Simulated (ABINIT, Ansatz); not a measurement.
## Quasiparticle gap of Na2LiScF6 (Fm-3m) in ABINIT

Wanted: ground state, empty states, screening and self-energy for Na2LiScF6 (Fm-3m).

Main program and level: ABINIT 10.8.3; PBEsol and many-body steps on it, plane waves.

### Step 1. Starting point

Symmetry: Fm-3m, No. 225, cubic system. Conventional cell: a = 8.035 Å, b = 8.035 Å, c = 8.035 Å, α = 90.00°, β = 90.00°, γ = 90.00°. Nearest to Na lie 12 F at 2.84 Å. Nearest to Li lie 6 F at 2.01 Å. Nearest to Sc lie 6 F at 2.01 Å. Nearest to F lie 1 Li at 2.01 Å and 1 Sc at 2.01 Å and 4 Na at 2.84 Å. Farther neighbours and most contacts between anions are not listed.

The cell and positions are those that the Materials Project relaxed with its own functionals (PBE, PBE+U or r2SCAN), kept fixed.

### Step 2. Ground state

This step: ABINIT 10.8.3; DFT, PBEsol, plane waves, norm-conserving pseudopotentials.

The ground-state density comes first.

Input file run.abi:

```
acell 3*1.0 Angstrom
rprim 
  0.000000000000 4.017450000000 4.017450000000
  4.017450000000 0.000000000000 4.017450000000
  4.017450000000 4.017450000000 -0.000000000000
ntypat 4
znucl 11 3 21 9
natom 10
typat 1 1 2 3 4 4 4 4 4 4
xred 
  0.250000000000 0.250000000000 0.250000000000
  0.750000000000 0.750000000000 0.750000000000
  0.500000000000 0.500000000000 0.500000000000
  0.000000000000 -0.000000000000 0.000000000000
  0.250423000000 0.250423000000 0.749577000000
  0.250423000000 0.749577000000 0.749577000000
  0.749577000000 0.749577000000 0.250423000000
  0.250423000000 0.749577000000 0.250423000000
  0.749577000000 0.250423000000 0.749577000000
  0.749577000000 0.250423000000 0.250423000000
pp_dirpath "pseudos"
pseudos "Na.upf, Li.upf, Sc.upf, F.upf"
ecut 38
ngkpt 4 4 4
nshiftk 1
shiftk 0 0 0
kptopt 1
chksymbreak 0
nband 46
occopt 1
tolvrs 1e-10
nstep 60
prtwf 0
optforces 0
optstress 0
indata_prefix "in"
outdata_prefix "out"
tmpdata_prefix "tmp"
```

On the command line:

```sh
$ OMP_NUM_THREADS=1 mpirun -n 4 abinit run.abi > log
```

Numbers of over 12 decimals in the logs are rounded to 6 here.

The log of the run:

```text
.Version 10.8.3 of ABINIT. v10.8.2 released Aug 2026.

 Symmetries : space group Fm -3 m (#225); Bravais cF (face-center cubic)
================================================================================
 Values of the parameters that define the memory need of the present run
     intxc =       0    ionmov =       0      iscf =       7    lmnmax =       6
     lnmax =       6     mgfft =      60  mpssoang =       3    mqgrid =    3001
     natom =      10  nloc_mem =       1    nspden =       1   nspinor =       1
    nsppol =       1      nsym =      48    n1xccc =    2501    ntypat =       4
    occopt =       1   xclevel =       2
-    mband =          46        mffmem =           1         mkmem =           2
       mpw =        9808          nfft =      216000          nkpt =           8
================================================================================
  Rough estimation (10% accuracy) of disk space for files :
================================================================================

--------------------------------------------------------------------------------
------------- Echo of variables that govern the present computation ------------
--------------------------------------------------------------------------------
 -outvars: echo values of preprocessed input variables --------
            acell      1.8897261259E+00  1.8897261259E+00  1.8897261259E+00 Bohr

      chksymbreak           0
             ecut      3.80000000E+01 Hartree
-          fftalg         312

              ixc     -116133
              kpt      0.00000000E+00  0.00000000E+00  0.00000000E+00
                       2.50000000E-01  0.00000000E+00  0.00000000E+00
                       5.00000000E-01  0.00000000E+00  0.00000000E+00
                       2.50000000E-01  2.50000000E-01  0.00000000E+00
                       5.00000000E-01  2.50000000E-01  0.00000000E+00
                      -2.50000000E-01  2.50000000E-01  0.00000000E+00
                       5.00000000E-01  5.00000000E-01  0.00000000E+00
                      -2.50000000E-01  5.00000000E-01  2.50000000E-01
         kptrlatt        4    0    0      0    4    0      0    0    4
          kptrlen      4.29461599E+01
P           mkmem           2
            natom          10
            nband          46
            ngfft          60      60      60
             nkpt           8
            nstep          60
             nsym          48
           ntypat           4
              occ      2.000000  2.000000  2.000000  2.000000  2.000000  2.000000
                       2.000000  2.000000  2.000000  2.000000  2.000000  2.000000
                       2.000000  2.000000  2.000000  2.000000  2.000000  2.000000
                       2.000000  2.000000  2.000000  2.000000  2.000000  2.000000
                       2.000000  2.000000  2.000000  2.000000  2.000000  2.000000
                       2.000000  2.000000  2.000000  2.000000  2.000000  2.000000
                       2.000000  0.000000  0.000000  0.000000  0.000000  0.000000
                       0.000000  0.000000  0.000000  0.000000
        optforces           0
        optstress           0
            prtwf           0
            rprim      0.0000000000E+00  4.0174500000E+00  4.0174500000E+00
                       4.0174500000E+00  0.0000000000E+00  4.0174500000E+00
                       4.0174500000E+00  4.0174500000E+00 -0.0000000000E+00
          spgroup         225

           tolvrs      1.00000000E-10

             xred      2.5000000000E-01  2.5000000000E-01  2.5000000000E-01
                       7.5000000000E-01  7.5000000000E-01  7.5000000000E-01
[...]
znucl       11.00000    3.00000   21.00000    9.00000

================================================================================

 chkinp: Checking input parameters for consistency.

================================================================================
== DATASET  1 ==================================================================
-   mpi_nproc: 4, omp_nthreads: 1 (-1 if OMP is not activated)

--- !DatasetInfo
iteration_state: {dtset: 1, }
dimensions: {natom: 10, nkpt: 8, mband: 46, nsppol: 1, nspinor: 1, nspden: 1, mpw: 9808, }
cutoff_energies: {ecut:  38.0, pawecutdg:  -1.0, }
electrons: {nelect:   7.40000000E+01, charge:   0.00000000E+00, occopt:   1.00000000E+00, tsmear:   1.00000000E-02, }

 Real(R)+Recip(G) space primitive vectors, cartesian coordinates (Bohr,Bohr^-1):
 R(1)=  0.0000000  7.5918802  7.5918802  G(1)= -0.0658598  0.0658598  0.0658598
 R(2)=  7.5918802  0.0000000  7.5918802  G(2)=  0.0658598 -0.0658598  0.0658598
 R(3)=  7.5918802  7.5918802  0.0000000  G(3)=  0.0658598  0.0658598 -0.0658598
 Unit cell volume ucvol=  8.7514102E+02 bohr^3
 Angles (23,13,12)=  6.00000000E+01  6.00000000E+01  6.00000000E+01 degrees

 getcut: wavevector=  0.0000  0.0000  0.0000  ngfft=  60  60  60
         ecut(hartree)=     38.000   => boxcut(ratio)=   2.01386

--- Pseudopotential description ------------------------------------------------
- Na Generated using ONCVPSP code by D. R. Hamann
- 11.00000   9.00000  180301                  znucl, zion, pspdat
12 -116133 1 -1 2016                          pspcod,pspxc,lmax,lloc,mmax
     nproj     2     2     0
  pspatm : epsatm=    9.32918808
         --- l  ekb(1:nproj) -->
[...]
12 -116133 2 -1 832                           pspcod,pspxc,lmax,lloc,mmax
     nproj     2     2     1
  pspatm : epsatm=    4.89824381
         --- l  ekb(1:nproj) -->
[...]
2   -2.394754
 pspatm: atomic psp has been read  and splines computed

   4.75423390E+03                                ecore*ucvol(ha*bohr**3)
--------------------------------------------------------------------------------

_setup2: Arith. and geom. avg. npw (full set) are    9796.516    9796.505

================================================================================

--- !BeginCycle
iteration_state: {dtset: 1, }
solver: {iscf: 7, nstep: 60, nline: 4, wfoptalg: 0, }
tolerances: {tolvrs: 1.00E-10, }

     iter   Etot(hartree)      deltaE(h)  residm     vres2
 ETOT  1  -294.28089554939    -2.943E+02 1.083E-01 1.414E+03
 ETOT  2  -294.36418199903    -8.329E-02 5.144E-02 1.444E+03
 ETOT  3  -294.75550162644    -3.913E-01 1.587E-02 1.318E+02
 ETOT  4  -294.77176303196    -1.626E-02 2.709E-02 6.324E+00
 ETOT  5  -294.77252296618    -7.599E-04 2.805E-03 6.547E-01
 ETOT  6  -294.77258340956    -6.044E-05 1.923E-03 6.378E-02
 ETOT  7  -294.77258672837    -3.319E-06 1.804E-03 3.220E-03
 ETOT  8  -294.77258697153    -2.432E-07 9.196E-04 3.418E-04
 ETOT  9  -294.77258701360    -4.207E-08 5.481E-04 1.114E-05
 ETOT 10  -294.77258701419    -5.897E-10 2.325E-04 2.882E-07
 ETOT 11  -294.77258701422    -2.689E-11 1.396E-04 1.157E-08
 ETOT 12  -294.77258701421     1.063E-11 1.156E-04 3.932E-10
 ETOT 13  -294.77258701422    -1.739E-11 1.009E-04 2.839E-11

 At SCF step   13       vres2   =  2.84E-11 < tolvrs=  1.00E-10 =>converged.

--- !ResultsGS
iteration_state: {dtset: 1, }
comment   : Summary of ground state results
lattice_vectors:
- [  0.0000000,   7.5918802,   7.5918802, ]
- [  7.5918802,   0.0000000,   7.5918802, ]
- [  7.5918802,   7.5918802,  -0.0000000, ]
lattice_lengths: [  10.73654,   10.73654,   10.73654, ]
lattice_angles: [ 60.000,  60.000,  60.000, ] # degrees, (23, 13, 12)
lattice_volume:   8.7514102E+02
convergence: {deltae: -1.739E-11, res2:  2.839E-11, residm:  1.009E-04, diffor:  0.000E+00, }
etotal    :  -2.94772587E+02
entropy   :   0.00000000E+00
fermie    :  -3.82040600E-02
cartesian_stress_tensor: null
pressure_GPa: null
xred      :
- [  2.5000E-01,   2.5000E-01,   2.5000E-01, Na]
- [  7.5000E-01,   7.5000E-01,   7.5000E-01, Na]
- [  5.0000E-01,   5.0000E-01,   5.0000E-01, Li]
- [  0.0000E+00,   0.0000E+00,   0.0000E+00, Sc]
- [  2.5042E-01,   2.5042E-01,   7.4958E-01,  F]
- [  2.5042E-01,   7.4958E-01,   7.4958E-01,  F]
- [  7.4958E-01,   7.4958E-01,   2.5042E-01,  F]
- [  2.5042E-01,   7.4958E-01,   2.5042E-01,  F]
- [  7.4958E-01,   2.5042E-01,   7.4958E-01,  F]
- [  7.4958E-01,   2.5042E-01,   2.5042E-01,  F]
cartesian_forces: null
force_length_stats: {min: null, max: null, mean: null, }

 Integrated electronic density in atomic spheres:
 ------------------------------------------------
 Atom  Sphere_radius  Integrated_density
[...]
================================================================================

 ----iterations are completed or convergence reached----

 Mean square residual over all n,k,spin=   65.113E-08; max=  10.092E-05
 reduced coordinates (array xred) for   10 atoms
[...]
0.250423000000      0.749577000000      0.749577000000
       0.749577000000      0.749577000000      0.250423000000
       0.250423000000      0.749577000000      0.250423000000
       0.749577000000      0.250423000000      0.749577000000
       0.749577000000      0.250423000000      0.250423000000
 rms dE/dt=  0.0000E+00; max dE/dt=  0.0000E+00; dE/dt below (all hartree)
    1       0.000000000000      0.000000000000      0.000000000000
    2       0.000000000000      0.000000000000      0.000000000000
    3       0.000000000000      0.000000000000      0.000000000000
    4       0.000000000000      0.000000000000      0.000000000000
    5       0.000000000000      0.000000000000      0.000000000000
    6       0.000000000000      0.000000000000      0.000000000000
    7       0.000000000000      0.000000000000      0.000000000000
    8       0.000000000000      0.000000000000      0.000000000000
    9       0.000000000000      0.000000000000      0.000000000000
[...]
cartesian coordinates (angstrom) at end:
[...]
6      6.022776     4.017450     4.017450
    7      4.017450     4.017450     6.022776
    8      4.017450     2.012124     4.017450
    9      4.017450     6.022776     4.017450
   10      2.012124     4.017450     4.017450
 length scales=  1.889726125908  1.889726125908  1.889726125908 bohr
              =  1.000000000000  1.000000000000  1.000000000000 angstroms
 prteigrs : about to open file out_EIG
 Fermi (or HOMO) energy (hartree) =  -0.03820   Average Vxc (hartree)=  -0.33708
 Eigenvalues (hartree) for nkpt=   8  k points:
 kpt#   1, nband= 46, wtk=  0.01563, kpt=  0.0000  0.0000  0.0000 (reduced coord)
  -1.80667   -1.80664   -1.71243   -1.50193   -0.94265   -0.94265   -0.94265   -0.78044
  -0.78044   -0.78044   -0.78017   -0.78017   -0.78017   -0.76327   -0.74746   -0.74746
  -0.73510   -0.73510   -0.73510   -0.13759   -0.12023   -0.12023   -0.12023   -0.10914
  -0.10914   -0.10914   -0.09894   -0.09894   -0.06002   -0.06002   -0.06002   -0.05060
  -0.05060   -0.05060   -0.03820   -0.03820   -0.03820    0.18330    0.21889    0.21889
   0.21889    0.31168    0.31168    0.33173    0.43793    0.44051
 prteigrs : prtvol=0 or 1, do not print more k-points.

--- !EnergyTerms
iteration_state     : {dtset: 1, }
comment             : Components of total free energy in Hartree
kinetic             :  1.75021705278375E+02
hartree             :  9.28672386678736E+01
xc                  : -5.58580221998004E+01
Ewald energy        : -1.75907377199719E+02
psp_core            :  5.43253465828182E+00
local_psp           : -2.88891204188144E+02
non_local_psp       : -4.74374620310925E+01
total_energy        : -2.94772587014225E+02
total_energy_eV     : -8.02117071997112E+03
band_energy         : -4.05964629148626E+01

== END DATASET(S) ==============================================================
================================================================================

 -outvars: echo values of variables after computation  --------
           etotal     -2.9477258701E+02
            nband          46
             nkpt           8
          spgroup         225
 [... the other variables as echoed above ...]

 Calculation completed.
```

Run time: 55 s. Hardware: 4 MPI ranks of Arm Neoverse V2, shared host; peak memory 0.57 GiB.

Numbers from this step:

```
total energy               : -8021.1707 eV
gap                        : 6.027 eV
k of the valence top       : 0, 0, 0
k of the conduction bottom : 0, 0, 0
least direct gap           : 6.027 eV
```

The gap is direct, at Γ.

(Part 1 of 3 ends here.)

[Paths, hosts, dates, memory and timing lines, banners, echoed tables and standing remarks are left out of the program output.]

[Logs are printed without paths, hosts, clocks, repeated set-up lines and the standing remarks that a program may print on its own settings, such as how far it seeks lower states.]

[Runs of the session that timed out or met a known fault of the program may be left out.]

[Hosts, paths, dates, database ids (printed as entryN), source tags and the programs' standing remarks are cut or masked in the printed files.]

[G0W0 gaps are taken among the corrected bands and points alone; a level outside them can change the order at an edge.]

[Where Ansatz stands beside ABINIT at settings called matched, ABINIT's density can come from a denser mesh and the files from another edition; pairs whose starting gaps differed by over 0.03 eV were left out, so agreement reads better than it is.]
